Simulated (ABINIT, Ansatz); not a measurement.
**Ga2O3 (R-3c): changed settings of a GW run in ABINIT**

What do changed inputs do to GW on Ga2O3 (R-3c)?

Main program and level: ABINIT 10.8.3; PBE and many-body steps on it, plane waves.

### Step 1. The structure

It takes space group R-3c (No. 167, trigonal). The conventional cell has a = 4.997 Å, b = 4.997 Å, c = 13.451 Å, α = 90.00°, β = 90.00°, γ = 120.00°. Ga has 6 O at 1.93 to 2.08 Å nearest. O has 4 Ga at 1.93 to 2.08 Å nearest. Farther neighbours and most contacts between anions are not listed.

The cell and positions are those that the Materials Project relaxed with its own functionals (PBE, PBE+U or r2SCAN), kept fixed. This is not the form that Ga2O3 usually takes at ambient conditions.

### Step 2. Screening, 4×4×4 mesh, 241 bands, screening to 141.5 eV

This step: ABINIT 10.8.3; RPA screening on PBE, plane waves, norm-conserving pseudopotentials.

The RPA dielectric matrix is built and inverted for each q.

run.abi reads:

```
acell 3*1.0 Angstrom
rprim 
  2.498699193881 1.442624652211 4.483549768500
  -2.498699193881 1.442624652211 4.483549768500
  0.000000000000 -2.885249304422 4.483549768500
ntypat 2
znucl 31 8
natom 10
typat 1 1 1 1 2 2 2 2 2 2
xred 
  0.855585580000 0.855585580000 0.855585580000
  0.644414420000 0.644414420000 0.644414420000
  0.144414420000 0.144414420000 0.144414420000
  0.355585580000 0.355585580000 0.355585580000
  0.750000000000 0.446832820000 0.053167180000
  0.446832820000 0.053167180000 0.750000000000
  0.053167180000 0.750000000000 0.446832820000
  0.250000000000 0.553167180000 0.946832820000
  0.946832820000 0.250000000000 0.553167180000
  0.553167180000 0.946832820000 0.250000000000
pp_dirpath "pseudos"
pseudos "Ga.upf, O.upf"
ecut 45
ngkpt 4 4 4
nshiftk 1
shiftk 0 0 0
kptopt 1
chksymbreak 0
istwfk *1
occopt 1
irdwfk 1
optdriver 3
nband 241
ecuteps 5.2
inclvkb 2
awtr 1
symchi 1
indata_prefix "in"
outdata_prefix "out"
tmpdata_prefix "tmp"
```

Command:

```console
$ OMP_NUM_THREADS=1 mpirun -n 16 abinit run.abi > log
```

Output:

```text
.Version 10.8.3 of ABINIT. v10.8.2 released Aug 2026.

 Symmetries : space group R-3 c (#167); Bravais hR (rhombohedral)
[... echo of the input left out ...]
== DATASET  1 ==================================================================
-   mpi_nproc: 16, omp_nthreads: 1 (-1 if OMP is not activated)

--- !DatasetInfo
iteration_state: {dtset: 1, }
dimensions: {natom: 10, nkpt: 13, mband: 241, nsppol: 1, nspinor: 1, nspden: 1, mpw: 9454, }
cutoff_energies: {ecut:  45.0, pawecutdg:  -1.0, }
electrons: {nelect:   1.20000000E+02, charge:   0.00000000E+00, occopt:   1.00000000E+00, tsmear:   1.00000000E-02, }

 SCREENING: Calculation of the susceptibility and dielectric matrices

 Based on a program developped by R.W. Godby, V. Olevano, G. Onida, and L. Reining.
 Incorporated in ABINIT by V. Olevano, G.-M. Rignanese, and M. Torrent.
.Using double precision arithmetic ; gwpc =  8

[... cell and pseudopotentials left out ...]
--------------------------------------------------------------------------------

 ==== K-mesh for the wavefunctions ====
 Number of points in the irreducible wedge :    13
[... list of points left out ...]
 Together with 12 symmetry operations and time-reversal symmetry
 yields    64 points in the full Brillouin Zone.

 ==== Q-mesh for the screening function ====
 Number of points in the irreducible wedge :    13
[... list of points left out ...]
 Together with 12 symmetry operations and time-reversal symmetry
 yields    64 points in the full Brillouin Zone.

 setmesh: FFT mesh size selected  =    48x   48x   48
          total number of points  =       110592

 vcoul_init : cutoff-mode = AUXILIARY_FUNCTION
 q-points for optical limit:   1
     1)      0.000010    0.000020    0.000030

- screening: taking advantage of time-reversal symmetry
- Maximum band index for partially occupied states nbvw = 60
- Remaining bands to be divided among processors   nbcw = 181
- Number of bands treated by each node ~11

 Number of electrons calculated from density =  120.0000; Expected =  120.0000
 average of density, n =  0.183377
 r_s =    1.0919
 omega_plasma =   41.3074 [eV]

 calculating chi0 at frequencies [eV] :
  1    0.000000E+00    0.000000E+00
  2    0.000000E+00    4.130738E+01

--------------------------------------------------------------------------------
  q-point number  1        q = ( 0.000000, 0.000000, 0.000000) [r.l.u.]
--------------------------------------------------------------------------------
[... chi0 elements left out ...]
 For q-point:  0.000010 0.000020 0.000030
  dielectric constant =   4.1661
  dielectric constant without local fields =   4.3677

  Average fulfillment of the sum rule on Im[epsilon] for q-point    1 :     40.91  [%]
[... wings left out ...]
  q-point number  2        q = ( 0.250000, 0.000000, 0.000000) [r.l.u.]
--------------------------------------------------------------------------------
[... chi0 elements left out ...]
  Average fulfillment of the sum rule on Im[epsilon] for q-point    2 :     46.78  [%]

 [... 11 further q-points ...]
```

The job ended after 29 min (16 MPI ranks of Arm Neoverse V1, shared host; peak memory 30 GiB).

Numbers from this step:

```
ε∞ with local fields, on this mesh, along the program's q direction : 4.166
the same without local fields                                       : 4.368
plasma frequency                                                    : 41.31 eV
plane waves in the screening matrix                                 : 363
```

Local fields lower ε∞ by 5 %.

### Step 3. Base

The self-energy is evaluated for the states that the input lists, and the levels follow from it, in one-shot runs by the linearised quasiparticle equation.

This step: G0W0 on PBE, plane waves, norm-conserving pseudopotentials.

run.abi, as its differences from that of step 2:

```diff
@@ -31,8 +31,17 @@
 irdwfk 1
-optdriver 3
+optdriver 4
 nband 241
+gwcalctyp 0
+ecutsigx 45
+symsigma 1
+nkptgw 2
+kptgw 
+  0.2500000000 0.0000000000 0.0000000000
+  0.0000000000 0.0000000000 0.0000000000
+bdgw 
+  59 62
+  59 62
 ecuteps 5.2
-inclvkb 2
-awtr 1
-symchi 1
+irdscr 1
+ppmodel 1
 indata_prefix "in"
```

Output:

```text
.Version 10.8.3 of ABINIT. v10.8.2 released Aug 2026.

 Symmetries : space group R-3 c (#167); Bravais hR (rhombohedral)
[... echo of the input left out ...]
== DATASET  1 ==================================================================
-   mpi_nproc: 16, omp_nthreads: 1 (-1 if OMP is not activated)

--- !DatasetInfo
iteration_state: {dtset: 1, }
dimensions: {natom: 10, nkpt: 13, mband: 241, nsppol: 1, nspinor: 1, nspden: 1, mpw: 9454, }
cutoff_energies: {ecut:  45.0, pawecutdg:  -1.0, }
electrons: {nelect:   1.20000000E+02, charge:   0.00000000E+00, occopt:   1.00000000E+00, tsmear:   1.00000000E-02, }

 SIGMA: Calculation of the GW corrections

 Based on a program developped by R.W. Godby, V. Olevano, G. Onida, and L. Reining.
 Incorporated in ABINIT by V. Olevano, G.-M. Rignanese, and M. Torrent.
.Using double precision arithmetic ; gwpc =  8

[... cell and pseudopotentials left out ...]
--------------------------------------------------------------------------------

 ==== K-mesh for the wavefunctions ====
 Number of points in the irreducible wedge :    13
[... list of points left out ...]
 Together with 12 symmetry operations and time-reversal symmetry
 yields    64 points in the full Brillouin Zone.

 ==== Q-mesh for screening function ====
 Number of points in the irreducible wedge :    13
[... list of points left out ...]
 Together with 12 symmetry operations and time-reversal symmetry
 yields    64 points in the full Brillouin Zone.

 vcoul_init : cutoff-mode = AUXILIARY_FUNCTION
 q-points for optical limit:   1
     1)      0.000010    0.000020    0.000030
 setmesh: FFT mesh size selected  =    64x   64x   64
          total number of points  =       262144

 Number of electrons calculated from density =  120.0000; Expected =  120.0000
 average of density, n =  0.183377
 r_s =    1.0919
 omega_plasma =   41.3074 [eV]

 === KS Band Gaps ===
  >>>> For spin  1
   Minimum direct gap =   3.0665 [eV], located at k-point      :   0.0000  0.0000  0.0000
   Fundamental gap    =   2.8568 [eV], Top of valence bands at :   0.2500  0.0000  0.0000
                                       Bottom of conduction at :   0.0000  0.0000  0.0000
 SIGMA fundamental parameters:
 PLASMON POLE MODEL  1
 number of plane-waves for SigmaX                 9445
 number of plane-waves for SigmaC and W            363
 number of plane-waves for wavefunctions          9445
 number of bands                                   241
 number of independent spin polarizations            1
 number of spinorial components                      1
 number of k-points in IBZ                          13
 number of q-points in IBZ                          13
 number of symmetry operations                      12
 number of k-points in BZ                           64
 number of q-points in BZ                           64
 number of frequencies for dSigma/dE                 9
 frequency step for dSigma/dE [eV]                0.25
 number of omega for Sigma on real axis              0
 max omega for Sigma on real axis  [eV]           0.00
 zcut for avoiding poles [eV]                     0.10

 EPSILON^-1 parameters (SCR file):
 dimension of the eps^-1 matrix on file            363
 dimension of the eps^-1 matrix used               363
 number of plane-waves for wavefunctions          9445
 number of bands                                   241
 number of q-points in IBZ                          13
 number of frequencies                               2
 number of real frequencies                          1
 number of imag frequencies                          1

 matrix elements of self-energy operator (all in [eV])

 Perturbative Calculation

--- !SelfEnergy_ee
iteration_state: {dtset: 1, }
kpoint     : [   0.250,    0.000,    0.000, ]
spin       : 1
KS_gap     :    4.420
QP_gap     :    6.088
Delta_QP_KS:    1.668
data: !SigmaeeData |
     Band     E0 <VxcDFT>   SigX SigC(E0)      Z dSigC/dE  Sig(E)    E-E0       E
       59   5.658 -20.749 -26.094   4.685   0.802  -0.246 -21.279  -0.530   5.128
       60   5.807 -21.052 -26.384   4.703   0.802  -0.246 -21.556  -0.504   5.302
       61  10.226 -17.562 -13.174  -2.996   0.837  -0.195 -16.398   1.164  11.390
       62  12.349 -17.167 -11.624  -3.725   0.840  -0.191 -15.640   1.527  13.875

--- !SelfEnergy_ee
iteration_state: {dtset: 1, }
kpoint     : [   0.000,    0.000,    0.000, ]
spin       : 1
KS_gap     :    3.066
QP_gap     :    4.471
Delta_QP_KS:    1.404
data: !SigmaeeData |
     Band     E0 <VxcDFT>   SigX SigC(E0)      Z dSigC/dE  Sig(E)    E-E0       E
       59   5.597 -20.672 -25.937   4.627   0.802  -0.246 -21.184  -0.512   5.085
       60   5.597 -20.672 -25.937   4.627   0.802  -0.246 -21.184  -0.512   5.085
       61   8.663 -16.165 -11.932  -3.178   0.846  -0.182 -15.272   0.893   9.556
       62  12.517 -17.532 -11.871  -3.736   0.838  -0.193 -15.919   1.613  14.131

== END DATASET(S) ==============================================================
================================================================================

 -outvars: echo values of variables after computation  --------
           etotal      0.0000000000E+00
            nband         241
             nkpt          13
          spgroup         167
 [... the other variables as echoed above ...]

 Calculation completed.
```

Elapsed: 76 s, on 16 MPI ranks; peak memory 9.6 GiB; 17 min of CPU time.

Numbers from this step:

```yaml
g0w0_gap_on_the_points_computed: 4.254 eV
starting_gap_on_the_mesh: 2.857 eV
k_of_the_valence_top: 0.25, 0, 0
k_of_the_conduction_bottom: 0, 0, 0
z_at_the_valence_top: 0.802
z_at_the_conduction_bottom: 0.846
least_direct_g0w0_gap_on_the_computed_points: 4.471 eV
```

The gap on the mesh goes from 2.86 eV to 4.25 eV, a correction of +1.40 eV.

### Step 4. No symmetry in the self-energy

run.abi, as its differences from that of step 3:

```diff
@@ -35,3 +35,3 @@
 ecutsigx 45
-symsigma 1
+symsigma 0
 nkptgw 2
```

Output:

```text
.Version 10.8.3 of ABINIT. v10.8.2 released Aug 2026.

 Symmetries : space group R-3 c (#167); Bravais hR (rhombohedral)
[... echo of the input left out ...]
== DATASET  1 ==================================================================
-   mpi_nproc: 16, omp_nthreads: 1 (-1 if OMP is not activated)

--- !DatasetInfo
iteration_state: {dtset: 1, }
dimensions: {natom: 10, nkpt: 13, mband: 241, nsppol: 1, nspinor: 1, nspden: 1, mpw: 9454, }
cutoff_energies: {ecut:  45.0, pawecutdg:  -1.0, }
electrons: {nelect:   1.20000000E+02, charge:   0.00000000E+00, occopt:   1.00000000E+00, tsmear:   1.00000000E-02, }

 SIGMA: Calculation of the GW corrections

 Based on a program developped by R.W. Godby, V. Olevano, G. Onida, and L. Reining.
 Incorporated in ABINIT by V. Olevano, G.-M. Rignanese, and M. Torrent.
.Using double precision arithmetic ; gwpc =  8

[... cell and pseudopotentials left out ...]
--------------------------------------------------------------------------------

 ==== K-mesh for the wavefunctions ====
 Number of points in the irreducible wedge :    13
[... list of points left out ...]
 Together with 12 symmetry operations and time-reversal symmetry
 yields    64 points in the full Brillouin Zone.

 ==== Q-mesh for screening function ====
 Number of points in the irreducible wedge :    13
[... list of points left out ...]
 Together with 12 symmetry operations and time-reversal symmetry
 yields    64 points in the full Brillouin Zone.

 vcoul_init : cutoff-mode = AUXILIARY_FUNCTION
 q-points for optical limit:   1
     1)      0.000010    0.000020    0.000030
 setmesh: FFT mesh size selected  =    64x   64x   64
          total number of points  =       262144

 Number of electrons calculated from density =  120.0000; Expected =  120.0000
[...]
number of omega for Sigma on real axis              0
 max omega for Sigma on real axis  [eV]           0.00
 zcut for avoiding poles [eV]                     0.10

 EPSILON^-1 parameters (SCR file):
 dimension of the eps^-1 matrix on file            363
 dimension of the eps^-1 matrix used               363
 number of plane-waves for wavefunctions          9445
 number of bands                                   241
 number of q-points in IBZ                          13
 number of frequencies                               2
 number of real frequencies                          1
 number of imag frequencies                          1

 matrix elements of self-energy operator (all in [eV])

 Perturbative Calculation

--- !SelfEnergy_ee
iteration_state: {dtset: 1, }
kpoint     : [   0.250,    0.000,    0.000, ]
spin       : 1
KS_gap     :    4.420
QP_gap     :    6.088
Delta_QP_KS:    1.668
data: !SigmaeeData |
     Band     E0 <VxcDFT>   SigX SigC(E0)      Z dSigC/dE  Sig(E)    E-E0       E
       59   5.658 -20.749 -26.094   4.685   0.802  -0.246 -21.279  -0.530   5.128
       60   5.807 -21.052 -26.384   4.703   0.802  -0.246 -21.556  -0.504   5.302
       61  10.226 -17.562 -13.174  -2.997   0.837  -0.195 -16.399   1.163  11.390
[...]
--- !SelfEnergy_ee
iteration_state: {dtset: 1, }
kpoint     : [   0.000,    0.000,    0.000, ]
spin       : 1
KS_gap     :    3.066
QP_gap     :    4.471
Delta_QP_KS:    1.404
data: !SigmaeeData |
     Band     E0 <VxcDFT>   SigX SigC(E0)      Z dSigC/dE  Sig(E)    E-E0       E
[...]
61   8.663 -16.165 -11.932  -3.178   0.846  -0.182 -15.272   0.893   9.556
       62  12.517 -17.532 -11.871  -3.736   0.838  -0.193 -15.919   1.613  14.131

== END DATASET(S) ==============================================================
================================================================================

 -outvars: echo values of variables after computation  --------
           etotal      0.0000000000E+00
            nband         241
             nkpt          13
          spgroup         167
 [... the other variables as echoed above ...]

 Calculation completed.
```

Wall time 2.5 min (16 MPI ranks); peak memory 9.6 GiB; 35 min of CPU time.

Numbers from this step:

| Item | Value |
| --- | --- |
| G0W0 gap on the points computed | 4.254 eV |
| starting gap on the mesh | 2.857 eV |
| k of the valence top | 0.25, 0, 0 |
| k of the conduction bottom | 0, 0, 0 |
| Z at the valence top | 0.802 |
| Z at the conduction bottom | 0.846 |
| least direct G0W0 gap on the computed points | 4.471 eV |

Against G0W0 in ABINIT (4×4×4 mesh, 241 bands, screening to 141.5 eV, Godby-Needs plasmon pole), the gap moves by +0.000 eV.

### Step 5. Side by side

Times are wall times on 16 MPI ranks of Arm Neoverse V1, shared host, good to a factor of about two. A run's time includes the screening step that it read.

| run | mesh | bands | screening cutoff (eV) | DFT gap (eV) | gap on the mesh (eV) | direct (eV) | ε∞ used | time |
| --- | --- | --- | --- | --- | --- | --- | --- | --- |
| base | 4×4×4 | 241 | 141.5 | 2.857 | 4.254 | 4.471 | 4.17 | 30 min |
| no symmetry in the self-energy | 4×4×4 | 241 | 141.5 | 2.857 | 4.254 | 4.471 | 4.17 | 31 min |

### Step 6. Results

| Item | Value |
| --- | --- |
| base | 4.254 eV |
| no symmetry in the self-energy | 4.254 eV |
| known limits | not at the basis limit; no spin-orbit coupling |

**Reading.** No symmetry in the self-energy: no change against base (keys changed: symsigma). Bands and cutoff are finite, so the gap is not at the basis limit. The miss can reach some tenths of an eV and take either sign; the mesh is an error of its own. In the G0W0 runs levels were corrected at 2 k points alone, so a gap called «on the mesh» is the least over those, and an edge elsewhere would be missed. The many-body steps are scalar-relativistic: spin-orbit coupling is not in them.

[Paths, hosts, dates, memory and timing lines, banners, echoed tables and standing remarks are left out of the program output.]

[Logs are printed without paths, hosts, clocks, repeated set-up lines and the standing remarks that a program may print on its own settings, such as how far it seeks lower states.]

[Runs of the session that timed out or met a known fault of the program may be left out.]

[Hosts, paths, dates, database ids (printed as entryN), source tags and the programs' standing remarks are cut or masked in the printed files.]

[G0W0 gaps are taken among the corrected bands and points alone; a level outside them can change the order at an edge.]

[Where Ansatz stands beside ABINIT at settings called matched, ABINIT's density can come from a denser mesh and the files from another edition; pairs whose starting gaps differed by over 0.03 eV were left out, so agreement reads better than it is.]
